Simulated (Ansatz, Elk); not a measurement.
**How far do independent atoms describe LuAl2B2?**

Structure refinements treat a crystal as free atoms side by side. For a made-up structure of LuAl2B2 (cell and positions from a PBE relaxation) the runs below show what the calculated density changes in F(hkl).

Program: Elk 11.2.3 (patched build). Level of theory: DFT, PBE, all-electron APW+lo, Dirac cores, scalar-relativistic bands, static density, no spin. Results are calculated unless marked as measured.

The structure was built from a prototype and need not be the compound's stable phase.

## (1) Set-up

The structure is tetragonal, space group I4/mmm (No. 139). The conventional cell has a = 3.684 Å, b = 3.684 Å, c = 9.371 Å, α = 90.00°, β = 90.00°, γ = 90.00°. Lu has 8 B at 2.76 Å and 8 Al at 2.98 Å nearest. Nearest to Al lie 4 B at 2.33 Å and 4 Al at 2.60 Å and 4 Lu at 2.98 Å. Nearest to B lie 1 B at 1.82 Å and 4 Al at 2.33 Å and 4 Lu at 2.76 Å. Farther neighbours are not listed.

## (2) Ground state and structure factors

An all-electron density is needed, since X-rays see the cores too. Task 0 finds the density and task 195 Fourier-transforms it; tshift is off so that phases refer to the origin typed.

File elk.in:

```
tasks
  0
  195

xctype
  20

spinpol
  .false.

rgkmax
  7.0

gmaxvr
  14.0

lmaxo
  7

lmaxapw
  8

swidth
  0.002

tshift
  .false.

ramdisk
  .false.

hmaxvr
  5.5

maxscl
  120

epspot
  1e-06

sppath
  './'

avec
  -3.48069695867 3.48069695867 8.85456009044
  3.48069695867 -3.48069695867 8.85456009044
  3.48069695867 3.48069695867 -8.85456009044

atoms
  3
  'Lu.in'
  1
  0.0000000000 0.0000000000 0.0000000000   0.000000 0.000000 0.000000
  'Al.in'
  2
  0.2500000000 0.7500000000 0.5000000000   0.000000 0.000000 0.000000
  0.7500000000 0.2500000000 0.5000000000   0.000000 0.000000 0.000000
  'B.in'
  2
  0.5971210138 0.5971210138 -0.0000000000   0.000000 0.000000 0.000000
  0.4028789862 0.4028789862 -0.0000000000   0.000000 0.000000 0.000000

ngridk
  9 9 9
```

Command:

```sh
OMP_NUM_THREADS=4 elk
```

Numbers of over 12 decimals in the logs are rounded to 6 here.

What it wrote:

```text
┌─────────────────────────┐
│ Elk code version 11.2.3 │
└─────────────────────────┘

All units are atomic (Hartree, Bohr, etc.)

┌─────────────────────────────────────────────────┐
│ Ground-state run starting from atomic densities │
└─────────────────────────────────────────────────┘

Lattice vectors :
  -3.480696959       3.480696959       8.854560090
   3.480696959      -3.480696959       8.854560090
   3.480696959       3.480696959      -8.854560090

Reciprocal lattice vectors :
 -0.1549105437E-17  0.9025757459      0.3547994052
  0.9025757459     -0.1549105437E-17  0.3547994052
  0.9025757459      0.9025757459      0.8543642922E-17

Unit cell volume      :    429.1008832
Brillouin zone volume :   0.5780696874

Muffin-tin inner radius fraction :   0.1000000000E-01

Nuclei treated as point charges

Species : 1 (Lu)
 parameters loaded from : Lu.in
 name : lutetium
 nuclear charge    :   -71.00000000
 electronic charge :    71.00000000
 atomic mass :    318945.3298
 muffin-tin radius :    2.800000000
 number of radial points in muffin-tin :   1393
 inner part over the whole radius :   0.9962478555E-02
 number on inner part of muffin-tin    :    999
 approximate nuclear radius :   0.9954169502E-04
 number of mesh points to nuclear radius :    517
 atomic positions (lattice), magnetic fields (Cartesian) :
  1 :   0.00000000  0.00000000  0.00000000    0.00000000  0.00000000  0.00000000

Species : 2 (Al)
 parameters loaded from : Al.in
 name : aluminium
 nuclear charge    :   -13.00000000
 electronic charge :    13.00000000
 atomic mass :    49184.33496
 muffin-tin radius :    2.200000000
 number of radial points in muffin-tin :    793
 inner part over the whole radius :   0.9821194981E-02
 number on inner part of muffin-tin    :    552
 approximate nuclear radius :   0.5839653600E-04
 number of mesh points to nuclear radius :    244
 atomic positions (lattice), magnetic fields (Cartesian) :
  1 :   0.25000000 -0.25000000  0.50000000    0.00000000  0.00000000  0.00000000
  2 :  -0.25000000  0.25000000  0.50000000    0.00000000  0.00000000  0.00000000

Species : 3 (B)
 parameters loaded from : B.in
 name : boron
 nuclear charge    :   -5.000000000
 electronic charge :    5.000000000
 atomic mass :    19707.24742
 muffin-tin radius :    1.694927705
 number of radial points in muffin-tin :    593
 inner part over the whole radius :   0.9904482283E-02
 number on inner part of muffin-tin    :    404
 approximate nuclear radius :   0.4534157419E-04
 number of mesh points to nuclear radius :    162
 atomic positions (lattice), magnetic fields (Cartesian) :
  1 :  -0.40287899 -0.40287899  0.00000000    0.00000000  0.00000000  0.00000000
  2 :   0.40287899  0.40287899  0.00000000    0.00000000  0.00000000  0.00000000

Total number of atoms per unit cell :    5
Total muffin-tin volume :    221.9485304
 ratio of muffin-tin to unit cell volume :   0.5172409078

Spin treatment :
 spin-unpolarised

Number of Bravais lattice symmetries :   16
Number of crystal symmetries         :   16
Crystal has inversion symmetry
Real symmetric eigensolver will be used

k-point grid :      9     9     9
k-point offset :    0.000000000       0.000000000       0.000000000
k-point set is reduced with full crystal symmetry group
Total number of k-points :       75

Muffin-tin radius times maximum |G+k| :    7.000000000
 using average radius
Maximum |G+k| for APW functions       :    3.305049846
Maximum (1/2)|G+k|²                   :    5.461677244
Maximum |G| for potential and density :    14.00000000
Constant for pseudocharge density :   10
 order of it for each species :   17  17  17
 order of it for pair densities of each species (exact exchange by exxq0 0: 18) :   17  10   5
Radial integration step length :    1

G-vector grid sizes :     48    48    48
Number of G-vectors :    19955

Maximum angular momentum used for
 APW functions            :    8
 outer part of muffin-tin :    7
 inner part of muffin-tin :    2

Total nuclear charge    :   -107.0000000
[...]
electron entropic           :    -0.61583634984926E-03
 total energy                :     -15119.644292042

Density of states at Fermi energy :    44.69506735
 (states/Hartree/unit cell)

Estimated indirect band gap :   0.2109298468E-02
 from k-point 25 to k-point 74
Estimated direct band gap   :   0.1005768189E-01
 at k-point 74

Charges :
 core                        :    58.00000000
 valence                     :    49.00000000
 interstitial                :    7.393411590
 muffin-tins (core leakage)
  species : 1 (Lu)
   atom 1                    :    69.08373649     (  0.3714090511E-06)
  species : 2 (Al)
[...]
species : 3 (B)
[...]
total in muffin-tins        :    99.60658841
 total calculated charge     :    106.9986115
 total charge                :    107.0000000
 error                       :   0.1388527381E-02

RMS change in Kohn-Sham potential (target) :    2.729733851     (  0.1000000000E-05)
Absolute change in total energy (target)   :    2.407213419     (  0.1000000000E-03)

[... loops 3 to 15 left out ...]

┌──────────────────┐
│ Loop number : 16 │
└──────────────────┘

Energies :
 Fermi                       :     0.341864
 sum of occupied eigenvalues :     -9189.9925538048
 electron kinetic            :      16790.775551283
 core electron kinetic       :      16168.617382492
 Coulomb                     :     -31559.481830157
 Coulomb potential           :     -25526.627121022
 nuclear-nuclear             :     -1254.3563314438
 electron-nuclear            :     -35104.803877879
 Hartree                     :      4799.6783791663
 Madelung                    :     -18796.168269646
 xc potential                :     -454.14098406600
 exchange                    :     -342.17781288914
 correlation                 :     -5.650867
 electron entropic           :    -0.71652681792999E-03
 total energy                :     -15116.535675040

Density of states at Fermi energy :    54.35384943
 (states/Hartree/unit cell)

Estimated indirect band gap :   0.3885371424E-03
 from k-point 15 to k-point 43
Estimated direct band gap   :   0.8698163653E-02
 at k-point 58

Charges :
 core                        :    58.00000000
 valence                     :    49.00000000
 interstitial                :    7.371275019
 muffin-tins (core leakage)
  species : 1 (Lu)
[...]
species : 2 (Al)
[...]
species : 3 (B)
[...]
total in muffin-tins        :    99.62872498
 total calculated charge     :    106.9986458
 total charge                :    107.0000000
 error                       :   0.1354172583E-02

RMS change in Kohn-Sham potential (target) :   0.4893185799E-06 (  0.1000000000E-05)
Absolute change in total energy (target)   :   0.3410174577E-04 (  0.1000000000E-03)

Convergence targets achieved

┌──────────────────┐
│ Loop number : 17 │
└──────────────────┘

Energies :
 Fermi                       :     0.341864
 sum of occupied eigenvalues :     -9189.9925574374
 electron kinetic            :      16790.775551595
 core electron kinetic       :      16168.617381117
 Coulomb                     :     -31559.481833625
 Coulomb potential           :     -25526.627118674
 nuclear-nuclear             :     -1254.3563314438
 electron-nuclear            :     -35104.803887178
 Hartree                     :      4799.6783849970
 Madelung                    :     -18796.168274288
 xc potential                :     -454.14099035767
 exchange                    :     -342.17781307634
 correlation                 :     -5.650867
 electron entropic           :    -0.71652683804997E-03
 total energy                :     -15116.535678384

Density of states at Fermi energy :    54.35385122
 (states/Hartree/unit cell)

Estimated indirect band gap :   0.3885381244E-03
 from k-point 15 to k-point 43
Estimated direct band gap   :   0.8698162121E-02
 at k-point 58

Charges :
 core                        :    58.00000000
 valence                     :    49.00000000
 interstitial                :    7.371274980
 muffin-tins (core leakage)
  species : 1 (Lu)
[...]
species : 2 (Al)
[...]
atom 2                    :    11.39112986     (  0.4835599488E-03)
  species : 3 (B)
   atom 1                    :    3.645112018     (  0.1397489476E-03)
   atom 2                    :    3.645112018     (  0.1397489476E-03)
 total in muffin-tins        :    99.62872502
 total calculated charge     :    106.9986458
 total charge                :    107.0000000
 error                       :   0.1354172536E-02

┌──────────────────────────────┐
│ Self-consistent loop stopped │
└──────────────────────────────┘

Warning : core states of species 2 leak from the muffin-tin :   0.4835599488E-03

Warning : core states of species 3 leak from the muffin-tin :   0.1397489476E-03

Wrote STATE.OUT
```

Wall time 49 s (4 threads of Arm Neoverse V1, shared host); peak memory 0.2 GiB; 2.7 min of CPU time.

SFACRHO.OUT:

```text

h k l indices transformed by vhmat matrix:
   1.000000000       0.000000000       0.000000000    
   0.000000000       1.000000000       0.000000000    
   0.000000000       0.000000000       1.000000000    

      h      k      l  multipl.   |H|            Re(F)            Im(F)           |F|

      0      0      0      1   0.0000000       107.00000      0.31292066E-16   107.00000    
      1      1     -1      2  0.70959881       46.938900     -0.14887428E-14   46.938900    
      1      0     -1      8  0.96980699       57.824483     -0.55827853E-15   57.824483    
      0      0      1      4   1.2764349       47.908346     -0.57960113E-14   47.908346    
      2      1     -2      8   1.3955596       60.708950      -0.0000000       60.708950    
      2      2     -2      2   1.4191976       72.482241      0.11165571E-14   72.482241    
      2      0     -1      8   1.4604165       78.036847     -0.18609284E-14   78.036847    
      1     -1     -1      4   1.8051515       75.555935     -0.50449908E-14   75.555935    
      3      1     -2      8   1.9087713       35.009426     -0.63271567E-14   35.009426    
      2      0      0      8   1.9396140       39.314964     -0.63271567E-14   39.314964    
     -2     -3      3      8   1.9904041       57.058566     -0.33961944E-14   57.058566    
      0     -1     -1     16   2.0491700       49.497240      0.55827853E-15   49.497240    
     -3     -3      3      2   2.1287964       33.480395      0.87463637E-14   33.480395    
     -2     -1      0     16   2.2817008       51.139918      -0.0000000       51.139918    
      1      3     -1      8   2.2962347       62.193886     -0.18609284E-14   62.193886    
     -3     -3      2      8   2.4821483       59.538794     -0.13212592E-13   59.538794    
      0      0      2      4   2.5528697       65.072312      0.89226865E-14   65.072312    
      4      3     -3      8   2.6425161       48.336269      0.37218569E-15   48.336269
```

Elk indexes on the primitive cell of elk.in and gives |H| = 4π sin θ/λ in inverse bohr. Below, one row stands for each form hkl of the conventional cell (m members, Friedel mates merged), F is for one primitive cell and the density is static (no thermal factor). Free-atom factors are Waasmaier and Kirfel's, and R is Σm||F|−|F'||/Σm|F|.

| hkl | m | sin θ/λ (Å⁻¹) | abs F, DFT | neutral atoms | diff. |
| --- | --- | --- | --- | --- | --- |
| 002 | 2 | 0.107 | 46.939 | 46.956 | -0.017 |
| 101 | 8 | 0.146 | 57.825 | 58.198 | -0.373 |
| 110 | 4 | 0.192 | 47.908 | 47.639 | +0.270 |
| 103 | 8 | 0.210 | 60.709 | 60.775 | -0.066 |
| 004 | 2 | 0.213 | 72.482 | 73.192 | -0.710 |
| 112 | 8 | 0.220 | 78.037 | 78.239 | -0.202 |
| 200 | 4 | 0.272 | 75.556 | 75.905 | -0.349 |
| 114 | 8 | 0.287 | 35.009 | 35.027 | -0.018 |
| 202 | 8 | 0.292 | 39.315 | 39.324 | -0.009 |
| 105 | 8 | 0.299 | 57.059 | 57.302 | -0.243 |
| 211 | 16 | 0.308 | 49.497 | 49.573 | -0.075 |
| 006 | 2 | 0.320 | 33.480 | 33.374 | +0.106 |
| 213 | 16 | 0.343 | 51.140 | 51.377 | -0.237 |
| 204 | 8 | 0.345 | 62.194 | 62.266 | -0.072 |
| 116 | 8 | 0.373 | 59.539 | 59.625 | -0.086 |
| 220 | 4 | 0.384 | 65.072 | 65.173 | -0.101 |
| 107 | 8 | 0.397 | 48.336 | 48.479 | -0.142 |
| 222 | 8 | 0.399 | 34.483 | 34.564 | -0.081 |

## (3) The highest occupied states alone

An energy window below the Fermi level keeps the highest occupied states, to see at which angles they scatter; shallow core shells can lie inside it and anion s states outside. No new self-consistency is needed.

elk.in: that of step 2 with these lines changed.

```diff
@@ -1,3 +1,2 @@
 tasks
-  0
   195
@@ -40,2 +39,5 @@
 
+wsfac
+  -0.099130 0.641860
+
 sppath
```

Command:

```sh
OMP_NUM_THREADS=4 elk
```

What it wrote:

```text
┌─────────────────────────────────┐
│ Elk code version 11.2.3 started │
└─────────────────────────────────┘

Info(readinput): the functional depends on the density's gradient
 muffin-tin radial points multiplied by    2.00000
 (not where nrmtscf is given)

┌────────────────────┐
│ Current task : 195 │
└────────────────────┘
Info(checkmt): changed muffin-tin radius of species 3 (B) from   1.8000 to   1.6949

Info(sfacrho): density structure factors written to SFACRHO.OUT

 Energy window :  -0.9913000000E-01  0.6418600000

┌──────────────────┐
│ Elk code stopped │
└──────────────────┘
```

Wall time 9.1 s (4 threads); peak memory 0.18 GiB; 14 s of CPU time.

States within 12 eV below the Fermi level hold 28.97 electrons; any levels below the window count with the cores. Their amplitudes can exceed the total, where window and core parts have opposite phase:

| hkl | sin θ/λ (Å⁻¹) | abs F, window | abs F, all |
| --- | --- | --- | --- |
| 002 | 0.107 | 12.832 | 46.939 |
| 101 | 0.146 | 10.318 | 57.825 |
| 110 | 0.192 | 13.421 | 47.908 |
| 103 | 0.210 | 11.803 | 60.709 |
| 004 | 0.213 | 9.937 | 72.482 |
| 112 | 0.220 | 11.669 | 78.037 |
| 200 | 0.272 | 10.294 | 75.556 |
| 114 | 0.287 | 9.600 | 35.009 |
| 202 | 0.292 | 9.954 | 39.315 |
| 105 | 0.299 | 9.637 | 57.059 |

## (4) Another functional

The difference from free atoms is small, so it is set against the change that LDA (Perdew-Wang) makes.

elk.in: that of step 3 with these lines changed.

```diff
@@ -1,2 +1,3 @@
 tasks
+  0
   195
@@ -4,3 +5,3 @@
 xctype
-  20
+  3
 
@@ -39,5 +40,2 @@
 
-wsfac
-  -0.099130 0.641860
-
 sppath
```

Command:

```sh
OMP_NUM_THREADS=4 elk
```

What it wrote:

```text
┌─────────────────────────┐
│ Elk code version 11.2.3 │
└─────────────────────────┘

All units are atomic (Hartree, Bohr, etc.)

┌─────────────────────────────────────────────────┐
│ Ground-state run starting from atomic densities │
└─────────────────────────────────────────────────┘

Lattice vectors :
  -3.480696959       3.480696959       8.854560090
   3.480696959      -3.480696959       8.854560090
   3.480696959       3.480696959      -8.854560090

Reciprocal lattice vectors :
 -0.1549105437E-17  0.9025757459      0.3547994052
[...]
species : 3 (B)
   atom 1                    :    3.643841587     (  0.1483521643E-03)
   atom 2                    :    3.643841587     (  0.1483521643E-03)
 total in muffin-tins        :    99.69556812
 total calculated charge     :    106.9985676
 total charge                :    107.0000000
 error                       :   0.1432379911E-02

┌──────────────────────────────┐
│ Self-consistent loop stopped │
└──────────────────────────────┘

Warning : core states of species 2 leak from the muffin-tin :   0.5119832708E-03

Warning : core states of species 3 leak from the muffin-tin :   0.1483521643E-03

Wrote STATE.OUT
[key lines of the parts left out:]
total energy                :     -15105.461037144
```

The job ended after 33 s (4 threads; peak memory 0.18 GiB; 1.9 min of CPU time).

Against the first run R = 0.04 %; the largest change is -0.042 at 204.

## (5) Basis size

A smaller basis shows how fast F responds to it; the change is likely larger than the basis error of the first run, but doesn't show convergence.

elk.in: that of step 4 with these lines changed.

```diff
@@ -5,3 +5,3 @@
 xctype
-  3
+  20
 
@@ -11,3 +11,3 @@
 rgkmax
-  7.0
+  5.5
```

Command:

```sh
OMP_NUM_THREADS=4 elk
```

What it wrote:

```text
┌─────────────────────────┐
│ Elk code version 11.2.3 │
└─────────────────────────┘

All units are atomic (Hartree, Bohr, etc.)

┌─────────────────────────────────────────────────┐
│ Ground-state run starting from atomic densities │
└─────────────────────────────────────────────────┘

Lattice vectors :
  -3.480696959       3.480696959       8.854560090
   3.480696959      -3.480696959       8.854560090
   3.480696959       3.480696959      -8.854560090

Reciprocal lattice vectors :
 -0.1549105437E-17  0.9025757459      0.3547994052
[...]
species : 3 (B)
   atom 1                    :    3.618809821     (  0.1391275593E-03)
   atom 2                    :    3.618809821     (  0.1391275593E-03)
 total in muffin-tins        :    99.56222190
 total calculated charge     :    106.9988713
 total charge                :    107.0000000
 error                       :   0.1128687215E-02

┌──────────────────────────────┐
│ Self-consistent loop stopped │
└──────────────────────────────┘

Warning : core states of species 2 leak from the muffin-tin :   0.4837503449E-03

Warning : core states of species 3 leak from the muffin-tin :   0.1391275593E-03

Wrote STATE.OUT
[key lines of the parts left out:]
total energy                :     -15116.507544565
```

Elapsed: 41 s, on 4 threads; peak memory 0.18 GiB; 2.1 min of CPU time.

Against the first run R = 0.02 %; the largest change is +0.038 at 006.

## (6) Settings against the effect

| run | R against the first run (%) | R against neutral atoms, low angle (%) | wall time |
| --- | --- | --- | --- |
| PBE, rgkmax 7 | 0.00 | 0.33 | 49 s |
| LDA (Perdew-Wang) | 0.04 | 0.33 | 33 s |
| rgkmax 5.5 | 0.02 | 0.34 | 41 s |

## (7) Outcome

```json
{
  "R against neutral atoms, sin θ/λ < 0.3 Å⁻¹": "0.33 %",
  "R against neutral atoms, 0.3 to 0.82 Å⁻¹": "0.20 %"
}
```

Independent neutral atoms miss the calculated amplitudes by R = 0.33 % below 0.3 Å⁻¹ and 0.20 % from there to 0.82 Å⁻¹; by shells, 0.54 % below 0.15 Å⁻¹ (2 forms), 0.29 % 0.15 to 0.3 (8 forms), 0.23 % 0.3 to 0.45 (16 forms), 0.20 % above 0.45 (88 forms). Bonding, aspherical density and the tables' own atoms all enter these figures, and the runs don't part them. The largest change of an amplitude is -0.71 electrons, at 004. The window's part falls from 29.0 electrons at the origin to at most 5.78 between 0.45 and 0.82 Å⁻¹, where compact states inside the window still scatter. Below 0.3 Å⁻¹ the changes that finished (LDA (Perdew-Wang) and rgkmax 5.5) move F by R = 0.03 % at most, against the 0.33 % that separates it from free atoms. The k-mesh has no finished test. Spin-orbit coupling is left out, which can matter for elements this heavy. Part of the difference isn't bonding: the tables are fits to free atoms and ions calculated by other methods than this functional. Thermal motion, anomalous dispersion and extinction are left out.

[Logs are printed without paths, hosts, clocks, repeated set-up lines and the standing remarks that a program may print on its own settings, such as how far it seeks lower states.]

[Hosts, paths, dates, database ids (printed as entryN), source tags and the programs' standing remarks are cut or masked in the printed files.]
